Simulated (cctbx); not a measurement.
## What is wrong with this refinement?

Cell a = 7.2360 Å, b = 7.2360 Å, c = 3.7650 Å, α = 90.00°, β = 90.00°, γ = 120.00°; space group P-62m (no. 189). The compound is Ta6Bi2P.

Simulated single-crystal data (cctbx): synchrotron X-rays, λ = 0.7749 Å, to d = 0.8 Å, 80 % of the full sphere, strongest reflection 70000 counts, noise from counting, a 4 % proportional error and a noise floor of 4 counts (s.d.); no absorption.

An anisotropic refinement with weights 1/σ² prints:

```text
Rint 0.032, 155 unique reflections to 0.80 A
cycle     R1     wR2    GooF  max shift (A)
   1  0.0421  0.1530   8.408   0.00540
   2  0.0434  0.1353   7.434   0.00000
final R1 0.0434 wR2 0.1353 GooF 7.434  parameters 10  data/parameter 15.5
atom        x        y        z      Ueq    occ   su(xyz)  su(Uiso or U11)
Bi1    0.33333  0.66667  0.50000   0.0051  1.000  0.00000  0.0011
Ta1    0.00000  0.59310  0.00000   0.0059  1.000  0.00040  0.0013
Ta2    0.74659  0.74659  0.50000   0.0046  1.000  0.00039  0.0012
difference map: max 26.16 min -3.08 rms 1.29
Q1    0.0000  0.0000  0.0000    1   26.16  2.63 A from Ta2
Q2    0.3333  0.6667  0.5000    2    6.68  0.00 A from Bi1
Q3    0.0000  0.2808  0.5000    3    6.47  0.20 A from Ta2
Q4    0.0546  0.6363  0.0000    6    4.87  0.36 A from Ta1
Q5    0.0000  0.7404  0.0000    3    4.29  1.07 A from Ta1
Q6    0.0511  0.4141  0.0000    6    4.01  1.51 A from Ta1
```

Q: Accept it or mend it, and why?

Mend it. The fault: an atom left out, P at (0, 0, 0). Against the right model at the same level, R1 goes from 0.0078 to 0.0434 and GooF from 1.00 to 7.43 and the top difference peak, 26.2 e/Å³, lies 2.63 Å from Ta2. Q1 is the missing atom. With scattering power missing, scale and phases suffer, so peaks may also grow on the heavy atoms.

The compound is Ta6Bi2P. The right model at the same level gives:

```text
Rint 0.032, 155 unique reflections to 0.80 A
cycle     R1     wR2    GooF  max shift (A)
   1  0.0086  0.0228   1.262   0.00025
   2  0.0078  0.0180   0.996   0.00000
final R1 0.0078 wR2 0.0180 GooF 0.996  parameters 12  data/parameter 12.9
atom        x        y        z      Ueq    occ   su(xyz)  su(Uiso or U11)
Bi1    0.33333  0.66667  0.50000   0.0072  1.000  0.00000  0.0002
Ta1    0.00000  0.59356  0.00000   0.0088  1.000  0.00006  0.0002
Ta2    0.74582  0.74582  0.50000   0.0070  1.000  0.00005  0.0002
P1     0.00000  0.00000  0.00000   0.0185  1.000  0.00000  0.0016
Flack x: -0.001(14)
Hooft y: 0.009(16)  Bijvoet pairs: 60
difference map: max 0.75 min -0.54 rms 0.17
Q1    0.0000  0.6968  0.0000    3    0.75  0.75 A from Ta1
Q2    0.0000  0.5011  0.5000    3    0.67  1.79 A from Ta2
Q3    0.0000  0.0000  0.5000    1    0.49  1.84 A from Ta2
Q4    0.1186  0.8467  0.0000    6    0.48  1.59 A from Ta1
Q5    0.1742  0.6320  0.0000    6    0.43  1.15 A from Ta1
Q6    0.1250  0.4421  0.5000    6    0.41  1.20 A from Ta2
```

Isotropic U is held between 0.0001 and 1 Å² by the program, and listed peak heights are interpolated, so they can pass the grid's maximum.

The model was made for the exercise: a known structure type with other elements put in, its volume estimated, not relaxed; displacement parameters are assumed.

[Middle refinement cycles are left out of these outputs.]

[Logs are printed without paths, hosts, clocks, repeated set-up lines and the standing remarks that a program may print on its own settings, such as how far it seeks lower states.]
